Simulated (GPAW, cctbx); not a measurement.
## By hand: from a DFT structure factor to an extinction distance in Tl2IrBr6

Tl2IrBr6, Fm-3m (no. 225), a = 10.4288 Å, b = 10.4288 Å, c = 10.4288 Å, α = 90.00°, β = 90.00°, γ = 90.00°.

| atom | mult. | x | y | z |
| --- | --- | --- | --- | --- |
| Tl1 | 8 | 1/4 | 1/4 | 3/4 |
| Ir1 | 4 | 0 | 0 | 0 |
| Br1 | 24 | 1/2 | 0 | 0.7387 |

The cell comes from substitution in a known structure type and wasn't matched to any measured phase.

A DFT run (GPAW, PBE, 450 eV, 3×3×3 k-points, Fermi–Dirac width 0.05 eV) gives the static X-ray structure factor of 022 as 630.176 e for the conventional cell; superposed free atoms give 631.755 e. **Problem.** Find the Fourier component V of the crystal potential and the two-beam extinction distance at 120 kV in both cases.

## 1. Geometry

The cell volume is Ω = 1134.22 Å³ and d(022) = 3.6871 Å, so g = 1/d = 0.2712 Å⁻¹.

## 2. The nuclei

Electrons feel nuclei as well as electrons, so the nuclear charges are summed with the same phases.

Phase sums Σ exp(2πi h·x), turned so that the total is real and positive: Tl +8.000, Ir +4.000, Br -7.839. Then F_Z = 81 × (+8.000) + 77 × (+4.000) + 35 × (-7.839) = 681.63 e. The electron term has the same sign for this reflection.

## 3. Mott–Bethe

Poisson's equation, term by term, gives V = (e/4πε₀)(F_Z − F)/(πΩg²), with e/4πε₀ = 14.3996 V Å.

The prefactor is 14.3996 × 3.6871²/(π × 1134.22) = 0.05494 V per electron. Free atoms: (681.63 − 631.755) × 0.05494 = 2.740 V. Crystal: (681.63 − 630.176) × 0.05494 = 2.827 V. F changes by -0.25 % and V by +3.2 %: the same 1.58 e is measured against F_Z − F = 49.9 e in place of F = 631.8 e.

## 4. Extinction distance

In the two-beam case ξ = 1/(λU) with U = 2γm₀eV/h², that is ξ = 150.41 V Å²/(γλV).

At 120 kV, λ = 0.03349 Å and γ = 1.2348. Free atoms: ξ = 1327 Å. Crystal: ξ = 1287 Å. The thickness fringes go as sin²(πt/ξ), so the two patterns slip by a quarter of a period when t|1/ξ₁ − 1/ξ₀| = 1/4, at t ≈ 1048 nm, thicker than usual samples. Thermal motion, absorption and many-beam coupling, left out here, change a real pattern.

## 5. Answer

V(022) is 2.83 V against 2.74 V, and ξ is 1287 against 1327 Å. Limits: static atoms, two beams.
